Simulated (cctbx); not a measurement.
# Accept or mend?

Cell a = 6.7400 Å, b = 4.3180 Å, c = 7.2910 Å, α = 90.00°, β = 90.00°, γ = 90.00°; space group Pnma (no. 62). The compound is DyPdRh.

The data are simulated with cctbx, not measured: Mo Kα, λ = 0.71073 Å, to d = 0.75 Å, 80 % of the full sphere, strongest reflection 40000 counts, noise from counting, a 3 % proportional error and a noise floor of 2 counts (s.d.); no absorption, and some extinction, which the refinements don't model.

An anisotropic refinement with weights 1/σ² prints:

```text
Rint 0.027, 299 unique reflections to 0.75 A
cycle     R1     wR2    GooF  max shift (A)
   1  0.0251  0.0687   3.011   0.00072
   2  0.0137  0.0337   1.478   0.00001
final R1 0.0137 wR2 0.0337 GooF 1.478  parameters 18  data/parameter 16.6
atom        x        y        z      Ueq    occ   su(xyz)  su(Uiso or U11)
Dy1    0.01753  0.75000  0.69880   0.0056  1.000  0.00004  0.0002
Pd1    0.71107  0.25000  0.59341   0.0085  1.000  0.00006  0.0002
Rh1    0.68374  0.75000  0.42800   0.0107  1.000  0.00007  0.0002
difference map: max 1.02 min -1.31 rms 0.27
Q1    0.0000  0.0000  0.0000    4    1.02  1.72 A from Rh1
Q2    0.0138  0.0128  0.1570    8    0.84  1.48 A from Dy1
Q3    0.2129  0.7500  0.7910    4    0.80  1.48 A from Dy1
Q4    0.1986  0.6203  0.9341    8    0.75  1.16 A from Rh1
Q5    0.0904  0.7500  0.1548    4    0.73  0.87 A from Rh1
Q6    0.1732  0.6244  0.4780    8    0.71  1.08 A from Pd1
```

Q: Accept it or mend it, and why?

Mend it. The fault: anomalous dispersion left out. Against the right model at the same level, R1 goes from 0.0101 to 0.0137 and GooF from 1.00 to 1.48. No atom is wrong: without f′ and f″ the atoms near an edge get the wrong scattering power, which U and the scale absorb. The signs are weak, and the output alone doesn't single this fault out.

The compound is DyPdRh. The right model at the same level gives:

```text
Rint 0.027, 299 unique reflections to 0.75 A
cycle     R1     wR2    GooF  max shift (A)
   1  0.0101  0.0228   1.002   0.00004
   2  0.0101  0.0227   0.996   0.00000
final R1 0.0101 wR2 0.0227 GooF 0.996  parameters 18  data/parameter 16.6
atom        x        y        z      Ueq    occ   su(xyz)  su(Uiso or U11)
Dy1    0.01749  0.75000  0.69880   0.0060  1.000  0.00003  0.0001
Pd1    0.71114  0.25000  0.59348   0.0070  1.000  0.00004  0.0001
Rh1    0.68367  0.75000  0.42793   0.0091  1.000  0.00005  0.0001
difference map: max 0.59 min -0.75 rms 0.19
Q1    0.1774  0.0098  0.2140    8    0.64  1.53 A from Rh1
Q2    0.0000  0.0000  0.0000    4    0.57  1.72 A from Rh1
Q3    0.1082  0.7500  0.6278    4    0.56  0.80 A from Dy1
Q4    0.1649  0.0854  0.3850    8    0.52  1.55 A from Dy1
Q5    0.0050  0.0581  0.1490    8    0.52  1.39 A from Dy1
Q6    0.1924  0.5887  0.9302    8    0.51  1.25 A from Rh1
```

The model was made for the exercise: a known structure type with other elements put in, its volume estimated, not relaxed; displacement parameters are assumed.

[Middle refinement cycles are left out of these outputs.]

[Logs are printed without paths, hosts, clocks, repeated set-up lines and the standing remarks that a program may print on its own settings, such as how far it seeks lower states.]
